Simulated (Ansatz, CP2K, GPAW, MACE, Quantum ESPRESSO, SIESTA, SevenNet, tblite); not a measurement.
# Random rock-salt alloy of CaS and PbS (64 atoms) in SIESTA

How do the settings of SIESTA change the result for random rock-salt alloy of CaS and PbS (64 atoms)? A plane-wave run serves as the yardstick.

Program: SIESTA 5.4.2. Level of theory: the method is named at each step. Results are calculated unless marked as measured.

**1. The starting structure**

The cell holds 64 atoms: 24 Ca, 32 S and 8 Pb. Its edges and angles: a = 11.503 Å, b = 11.503 Å, c = 11.503 Å, α = 90.0°, β = 90.0°, γ = 90.0°. It derives from CaS (rock-salt), repeated 2×2×2. Rock-salt CaS, 2 x 2 x 2 conventional cells, 8 of 32 Ca sites given to Pb at random (x = 0.250), lattice by Vegard's rule (a = 5.752 Å); not relaxed, displaced by a Gaussian of 0.02 Å. Then every atom was moved at random, 0.02 Å r.m.s. a Cartesian component.

The yardstick, on the same geometry:

* method: Kohn-Sham DFT, PBE, SSSP efficiency 1.3.0 pseudopotentials, plane waves (Quantum ESPRESSO 7.5); sssp-pbe-1.3.0-efficiency, cutoffs 45/360 Ry, Γ point
* r.m.s. force component: 0.2982 eV/Å
* longest force: 1.12 eV/Å
* pressure: 2.061 GPa
* gap (highest filled to lowest empty level): 1.903 eV
* time: 5.4 min on 4 MPI ranks of Arm Neoverse V2, shared host
* CPU time: 22 min

**2. PBE, DZP, shift 0.01 Ry, mesh 300 Ry**

Method: Kohn-Sham DFT, PBE, PseudoDojo 0.4.1 norm-conserving pseudopotentials (converted to PSML), numerical atomic orbitals (DZP), diagonalisation.

The .psml files are PseudoDojo norm-conserving potentials that we converted to this format, checked against plane waves on the same files for H, C, O, Si, Ge and Ca alone.

Input file input.fdf:

```
SystemLabel cell
NumberOfAtoms 64
NumberOfSpecies 3
%block ChemicalSpeciesLabel
  1 20 Ca
  2 16 S
  3 82 Pb
%endblock ChemicalSpeciesLabel
LatticeConstant 1.0 Ang
%block LatticeVectors
  11.50300 0.00000 0.00000
  0.00000 11.50300 0.00000
  0.00000 0.00000 11.50300
%endblock LatticeVectors
PAO.BasisSize DZP
PAO.EnergyShift 0.01 Ry
XC.Functional GGA
XC.Authors PBE
MeshCutoff 300 Ry
%block kgrid_Monkhorst_Pack
  1 0 0 0.0
  0 1 0 0.0
  0 0 1 0.0
%endblock kgrid_Monkhorst_Pack
SolutionMethod diagon
OccupationFunction FD
ElectronicTemperature 580 K
SCF.Mixer.Method Pulay
SCF.Mixer.Weight 0.05
SCF.Mixer.History 8
SCF.Mix Hamiltonian
MaxSCFIterations 300
SCF.DM.Tolerance 1e-04
SCF.H.Tolerance 1.0e-3 eV
WriteForces T
Write.HirshfeldPop T
Write.VoronoiPop T
Write.DM F
Write.H F
XML.Write F
AtomicCoordinatesFormat Fractional
%block AtomicCoordinatesAndAtomicSpecies
  0.00158 0.00806 0.00216 1
  0.25291 0.00489 0.00109 2
  0.99820 0.25331 0.24927 3
  0.25199 0.25106 0.25080 2
  0.24725 0.99627 0.25193 1
  0.99989 0.99992 0.24963 2
  0.24738 0.24595 0.99999 1
  0.99800 0.24900 0.00108 2
  0.00367 0.99827 0.49561 3
  0.24532 0.99752 0.49532 2
  0.99657 0.24747 0.75295 1
  0.24546 0.25109 0.74767 2
  0.25016 0.99780 0.74444 1
  0.99538 0.00024 0.74873 2
  0.25205 0.24956 0.49954 3
  0.99874 0.25178 0.49803 2
  0.99795 0.49468 0.00387 1
  0.24737 0.50232 0.99785 2
  0.99498 0.74809 0.25021 1
  0.25347 0.74769 0.24836 2
  0.24917 0.49984 0.24997 1
  0.00420 0.50060 0.25211 2
  0.25056 0.75457 0.00339 3
  0.99901 0.75407 0.00143 2
  0.99509 0.49964 0.49815 3
  0.25579 0.50014 0.50292 2
  0.00190 0.74871 0.75088 1
  0.24811 0.75147 0.75019 2
  0.24728 0.49987 0.75183 1
  0.99971 0.49633 0.74813 2
  0.25167 0.75183 0.50181 1
  0.00143 0.75148 0.49571 2
  0.50284 0.00235 0.99901 1
  0.74525 0.00146 0.99966 2
  0.50015 0.24958 0.24780 3
  0.74825 0.25033 0.24797 2
  0.74814 0.00109 0.25207 1
  0.49993 0.99960 0.24894 2
  0.74997 0.24881 0.00267 1
  0.49258 0.24978 0.00026 2
  0.49485 0.99827 0.49574 1
  0.75051 0.00071 0.49860 2
  0.50001 0.24957 0.74831 1
  0.75572 0.25162 0.75084 2
  0.74514 0.00210 0.74937 1
  0.50143 0.00099 0.74841 2
  0.74684 0.25139 0.50157 1
  0.49525 0.24926 0.49847 2
  0.50237 0.50073 0.99974 1
  0.75118 0.49855 0.00296 2
  0.50197 0.74904 0.25490 1
  0.74793 0.74920 0.24701 2
  0.75084 0.49744 0.25114 3
  0.49482 0.49999 0.24874 2
  0.75562 0.74967 0.00195 1
  0.49982 0.75453 0.00090 2
[... 4 atom lines left out ...]
  0.75322 0.50250 0.74618 3
  0.49900 0.50226 0.74654 2
  0.75174 0.75396 0.50093 1
  0.49939 0.74707 0.50079 2
%endblock AtomicCoordinatesAndAtomicSpecies
```

Started as:

```console
$ OMP_NUM_THREADS=1 siesta < input.fdf > output.txt
```

The program printed:

```text
Version         : 5.4.2
reinit: System Name:
reinit: System Label: cell
initatom: Reading input for the pseudopotentials and atomic orbitals ----------
Species number:   1 Atomic number:   20 Label: Ca
Species number:   2 Atomic number:   16 Label: S
Species number:   3 Atomic number:   82 Label: Pb
Ground state valence configuration (from tables):   4s02  4p00  3d00  4f00
Ground state valence configuration (from tables):   3s02  3p04  3d00  4f00
Ground state valence configuration (from tables):   6s02  6p02  6d00  5f00
---- Processing specs for species: Ca
GGA--PBE XC_GGA_X_PBE--XC_GGA_C_PBE pb
Semicore shell(s) with  8 electrons included in the valence for Ca
---- Processing specs for species: S
GGA--PBE XC_GGA_X_PBE--XC_GGA_C_PBE pb
---- Processing specs for species: Pb
GGA--PBE XC_GGA_X_PBE--XC_GGA_C_PBE pb
Semicore shell(s) with 10 electrons included in the valence for Pb
Semicore shell(s): 3s 3p
Fallback to non-perturbative polarization scheme for Ca
Please see the manual if this is not desired in principle
Semicore shell(s): 5d
Fallback to non-perturbative polarization scheme for Pb
Please see the manual if this is not desired in principle
S pseudopotential only contains V_ls up to l=2 -- lmxkb reset.
Pb pseudopotential only contains V_ls up to l=2 -- lmxkb reset.
Using PAO.SplitTailNorm
%block ChemicalSpeciesLabel
    1   20 Ca                      # Species index, atomic number, species label
    2   16 S                       # Species index, atomic number, species label
    3   82 Pb                      # Species index, atomic number, species label
%endblock ChemicalSpeciesLabel
%block PAO.Basis                 # Define Basis set
Ca                    4                    # Species label, number of l-shells
 n=3   0   1                         # n, l, Nzeta
   3.189
   1.000
 n=4   0   2                         # n, l, Nzeta
   8.412      6.393
   1.000      1.000
 n=3   1   1                         # n, l, Nzeta
   3.626
[...]
S                     2                    # Species label, number of l-shells
[...]
4.449      3.085
[...]
n=3   1   2 P   1                   # n, l, Nzeta, Polarization, NzetaPol
[...]
Pb                    4                    # Species label, number of l-shells
[...]
7.641      5.652
   1.000      1.000
 n=5   2   1                         # n, l, Nzeta
[...]
n=6   2   1                         # n, l, Nzeta
   7.641
   1.000
%endblock PAO.Basis
coor:   Atomic-coordinates input format  =     Fractional
siesta: System type = bulk
initatomlists: Number of atoms, orbitals, and projectors:     64   776  1152
siesta: ******************** Simulation parameters ****************************
Total number of electrons:   544.000000
Total ionic charge:   544.000000
 Kpoints in:            1 . Kpoints trimmed:            1
siesta: k-grid: Number of k-points = 1
siesta: k-points from Monkhorst-Pack grid
siesta: k-cutoff (effective) =     5.752 Ang
siesta: k-point supercell and displacements
siesta: k-grid:     1     0     0      0.000
siesta: k-grid:     0     1     0      0.000
siesta: k-grid:     0     0     1      0.000
                     ====================================
                        Single-point calculation
                     ====================================
outcell: Unit cell vectors (Ang):
       11.503000    0.000000    0.000000
        0.000000   11.503000    0.000000
        0.000000    0.000000   11.503000
outcell: Cell vector modules (Ang)   :   11.503000   11.503000   11.503000
outcell: Cell angles (23,13,12) (deg):     90.0000     90.0000     90.0000
outcell: Cell volume (Ang**3)        :   1522.0656
Gamma-point calculation with interaction between periodic images
Gamma-point calculation with interaction between periodic images
Some features might not work optimally:
Some features might not work optimally:
e.g. DM initialization from atomic data
e.g. DM initialization from atomic data
new_DM -- step:     1
Initializing Density Matrix...
Attempting to read DM from file... Failed...
DM filled with atomic data:
InitMesh: MESH = 120 x 120 x 120 = 1728000
InitMesh: Mesh cutoff (required, used) =   300.000   300.775 Ry
stepf: Fermi-Dirac step function
        iscf     Eharris(eV)        E_KS(eV)     FreeEng(eV)     dDmax    Ef(eV) dHmax(eV)
   scf:    1   -50204.818956   -50248.396940   -50248.396940  1.540428 -3.540354  5.929248
   scf:    2   -50254.830080   -50251.673221   -50251.673221  0.013032 -3.543417  5.197306
   scf:    3   -50268.817941   -50263.153051   -50263.153051  0.093551 -3.714135  1.817867
[...]
scf:   14   -50264.055169   -50264.055169   -50264.055169  0.000062 -3.624332  0.001126
   scf:   15   -50264.055169   -50264.055169   -50264.055169  0.000027 -3.624242  0.000923
SCF Convergence by DM+H criterion
max |DM_out - DM_in|         :     0.0000271962
max |H_out - H_in|      (eV) :     0.0009234868
SCF cycle converged after 15 iterations
Using DM_out to compute the final energy and forces
siesta: E_KS(eV) =           -50264.0552
siesta: E_KS - E_eggbox =    -50264.0552
siesta: Atomic forces (eV/Ang):
     1   -0.151516   -0.720566   -0.199008
     2   -0.157622    0.022573   -0.158865
     3    0.214060   -0.260198    0.395857
[...]
63    0.034667   -0.309319   -0.180876
    64    0.207615    0.275452    0.135798
----------------------------------------
   Tot    0.000552    0.000525    0.004951
----------------------------------------
   Max    0.811234
   Res    0.303805    sqrt( Sum f_i^2 / 3N )
----------------------------------------
   Max    0.811234    constrained
Stress tensor Voigt[x,y,z,yz,xz,xy] (kbar):      -60.06      -59.52      -59.77        0.09        0.07        0.06
(Free)E + p*V (eV/cell)   -50207.2623
Target enthalpy (eV/cell)   -50264.0552
siesta: Program's energy decomposition (eV):
siesta: Ebs     =    -10557.706085
siesta: Eions   =     73259.169401
siesta: Ena     =     14648.078590
siesta: Ekin    =     19466.462247
siesta: Enl     =       401.050408
siesta: DEna    =       401.382547
siesta: DUscf   =        14.056741
siesta: Ex      =    -11087.556853
siesta: Ec      =      -848.359449
siesta: Exc     =    -11935.916302
siesta: Eharris =    -50264.055169
siesta: Etot    =    -50264.055169
siesta: FreeEng =    -50264.055169
siesta: Final energy (eV):
siesta:  Band Struct. =  -10557.706085
siesta:       Kinetic =   19466.462247
siesta:       Hartree =    9575.442831
siesta:         Exch. =  -11087.556853
siesta:         Corr. =    -848.359449
siesta:   Exch.-corr. =  -11935.916302
siesta:  Ion-electron =  -39488.289897
siesta:       Ion-ion =  -27881.754049
siesta:         Total =  -50264.055169
siesta:         Fermi =      -3.624242
siesta: Stress tensor (static) (eV/Ang**3):
siesta:    -0.037486    0.000040    0.000045
siesta:     0.000040   -0.037147    0.000058
siesta:     0.000045    0.000058   -0.037306
siesta: Cell volume =       1522.065561 Ang**3
siesta: Pressure (static):
siesta:                Solid            Molecule  Units
siesta:           0.00040639          0.00032014  Ry/Bohr**3
siesta:           0.03731304          0.02939400  eV/Ang**3
siesta:          59.78207460         47.09438352  kBar
    Orbital volume contribution        =          49.416615 eV
    (Free)E + p_basis*V_orbitals       =      -50214.638554 eV
    (Free)Eharris+ p_basis*V_orbitals  =      -50214.638554 eV
Hirshfeld Atomic Populations:
Atom #   charge [q] valence [e]  Species
     1     0.257446    9.742554  Ca
     2    -0.267563    6.267563  S
     3     0.309335   13.690665  Pb
     4    -0.277210    6.277210  S
     5     0.240389    9.759611  Ca
     6    -0.251708    6.251708  S
     7     0.246993    9.753007  Ca
[...]
9     0.321582   13.678418  Pb
[...]
15     0.283327   13.716673  Pb
[...]
--------------------
 Total    -0.000018
Voronoi Atomic Populations:
Atom #   charge [q] valence [e]  Species
[...]
53     0.390816   13.609184  Pb
[...]
59     0.342644    9.657356  Ca
[...]
61     0.404391   13.595609  Pb
    62    -0.353425    6.353425  S
    63     0.334422    9.665578  Ca
    64    -0.355980    6.355980  S
--------------------
 Total    -0.000018
```

Elapsed: 2.3 min, on 1 thread of Arm Neoverse V2, shared host; peak memory 0.97 GiB.

Banners, paths, timers and routine set-up lines are dropped from the logs unmarked, and long logs keep their key lines alone; longer cuts are marked.

Against the reference:

| Quantity | Value |
| --- | --- |
| r.m.s. force component | 0.3038 eV/Å |
| r.m.s. difference of force components | 124.2 meV/Å |
| longest difference of force vectors | 357.6 meV/Å |
| force difference over r.m.s. force | 41.65 % |
| slope of forces against the reference's | 0.9322 |
| correlation of force components | 0.915 |
| gap (highest filled to lowest empty level) | 2.117 eV |
| gap difference | 0.2148 eV |
| pressure | 5.978 GPa |
| pressure difference | 3.917 GPa |

This run lies far from the reference in forces at the same functional.

Length of the force difference by element (eV/Å):

| element | atoms | mean | most |
| --- | --- | --- | --- |
| Ca | 24 | 0.22 | 0.33 |
| Pb | 8 | 0.10 | 0.16 |
| S | 32 | 0.21 | 0.36 |

Levels nearest the highest filled one (eV from it): -1.48, -1.28, -1.24, -1.22, -1.22, -1.20, -1.19, -0.99, -0.41, -0.11, -0.05, 0.00, 2.12, 2.15, 2.20, 2.55, 3.04, 3.19, 3.23, 3.42, 3.55, 3.56, 3.62, 3.68.

A closer look about Pb15, one of the 8 Pb atoms: 9 atoms, nearest first, numbered in the order of the input, with positions taken from that point.

| atom | x | y | z | distance (Å) | bonds | Hirshfeld charge (e) | Fx | Fy | Fz (eV/Å) |
| --- | --- | --- | --- | --- | --- | --- | --- | --- | --- |
| Pb15 | 0.00 | 0.00 | 0.00 | 0.00 | 6 | 0.28 | -0.51 | 0.28 | -0.12 |
| S48 | 2.80 | 0.00 | -0.01 | 2.80 | 6 | -0.25 | 0.81 | -0.03 | 0.44 |
| S12 | -0.08 | 0.02 | 2.85 | 2.86 | 6 | -0.27 | 0.23 | -0.25 | 0.59 |
| S4 | 0.00 | 0.02 | -2.86 | 2.86 | 6 | -0.28 | -0.23 | -0.14 | -0.46 |
| S26 | 0.04 | 2.88 | 0.04 | 2.88 | 6 | -0.27 | -0.19 | 0.37 | -0.19 |
| S10 | -0.08 | -2.90 | -0.05 | 2.90 | 6 | -0.25 | 0.78 | -0.31 | 0.27 |
| S16 | -2.91 | 0.03 | -0.02 | 2.91 | 6 | -0.27 | -0.41 | -0.06 | 0.38 |
| Ca41 | 2.79 | -2.89 | -0.04 | 4.02 | 6 | 0.26 | 0.32 | 0.18 | 0.16 |
| Ca13 | -0.02 | -2.90 | 2.82 | 4.04 | 6 | 0.26 | -0.21 | 0.27 | 0.36 |

Forces lie 42 % from the reference's, at 0.11 times its CPU time (on 1 against 4 cores).

**3. PBE, SZP, shift 0.01 Ry, mesh 300 Ry**

Method: Kohn-Sham DFT, PBE, PseudoDojo 0.4.1 norm-conserving pseudopotentials (converted to PSML), numerical atomic orbitals (SZP), diagonalisation.

Changes to input.fdf since step 2:

```diff
@@ -14,3 +14,3 @@
 %endblock LatticeVectors
-PAO.BasisSize DZP
+PAO.BasisSize SZP
 PAO.EnergyShift 0.01 Ry
```

The program printed:

```text
Version         : 5.4.2
reinit: System Name:
reinit: System Label: cell
initatom: Reading input for the pseudopotentials and atomic orbitals ----------
Species number:   1 Atomic number:   20 Label: Ca
Species number:   2 Atomic number:   16 Label: S
Species number:   3 Atomic number:   82 Label: Pb
Ground state valence configuration (from tables):   4s02  4p00  3d00  4f00
Ground state valence configuration (from tables):   3s02  3p04  3d00  4f00
Ground state valence configuration (from tables):   6s02  6p02  6d00  5f00
---- Processing specs for species: Ca
[... lines left out ...]
        iscf     Eharris(eV)        E_KS(eV)     FreeEng(eV)     dDmax    Ef(eV) dHmax(eV)
[... lines left out ...]
SCF Convergence by DM+H criterion
[... lines left out ...]
SCF cycle converged after 14 iterations
[... lines left out ...]
   Max    0.832044
[... lines left out ...]
   Max    0.832044    constrained
Stress tensor Voigt[x,y,z,yz,xz,xy] (kbar):      -66.62      -66.76      -66.95        0.03       -0.07        0.07
[... lines left out ...]
siesta: FreeEng =    -50255.309394
[... lines left out ...]
siesta:         Fermi =      -3.387354
[... lines left out ...]
siesta:     0.000042   -0.041668    0.000020
siesta:    -0.000042    0.000020   -0.041788
siesta: Cell volume =       1522.065561 Ang**3
siesta: Pressure (static):
siesta:                Solid            Molecule  Units
siesta:           0.00045394          0.00036637  Ry/Bohr**3
siesta:           0.04167884          0.03363864  eV/Ang**3
siesta:          66.77685868         53.89504075  kBar
    Orbital volume contribution        =          40.913286 eV
    (Free)E + p_basis*V_orbitals       =      -50214.396109 eV
    (Free)Eharris+ p_basis*V_orbitals  =      -50214.396109 eV
Hirshfeld Atomic Populations:
Atom #   charge [q] valence [e]  Species
     1     0.285416    9.714584  Ca
     2    -0.289781    6.289781  S
     3     0.304509   13.695491  Pb
     4    -0.293080    6.293080  S
     5     0.270948    9.729052  Ca
     6    -0.270532    6.270532  S
     7     0.277488    9.722512  Ca
[...]
9     0.315306   13.684694  Pb
[...]
15     0.280581   13.719419  Pb
[...]
--------------------
 Total    -0.000020
Voronoi Atomic Populations:
Atom #   charge [q] valence [e]  Species
[...]
53     0.381271   13.618729  Pb
[...]
59     0.359317    9.640683  Ca
[...]
61     0.392086   13.607914  Pb
    62    -0.367053    6.367053  S
    63     0.356482    9.643518  Ca
    64    -0.368362    6.368362  S
--------------------
 Total    -0.000020
```

Elapsed: 1.8 min, on 1 thread; peak memory 0.87 GiB.

Against the reference:

```
r.m.s. force component                           : 0.3083 eV/Å
r.m.s. difference of force components            : 128.8 meV/Å
longest difference of force vectors              : 376.2 meV/Å
force difference over r.m.s. force               : 43.21 %
slope of forces against the reference's          : 0.9409
correlation of force components                  : 0.9103
gap (highest filled to lowest empty level) : 2.137 eV
gap difference                                   : 0.2344 eV
pressure                                         : 6.678 GPa
pressure difference                              : 4.617 GPa
```

This is a coarse setting, run to see what it loses.

Against the first run (42 %), the force difference from the reference is 43 %, at 0.79 times the CPU time, with 592 basis functions against 776.

[end of part 1 of 2]

[Also dropped from logs without a mark: logging warnings of Python, and SIESTA's first energy breakdown and zero terms.]

[Logs are printed without paths, hosts, clocks, repeated set-up lines and the standing remarks that a program may print on its own settings, such as how far it seeks lower states.]

[Hosts, paths, dates, database ids (printed as entryN), source tags and the programs' standing remarks are cut or masked in the printed files.]
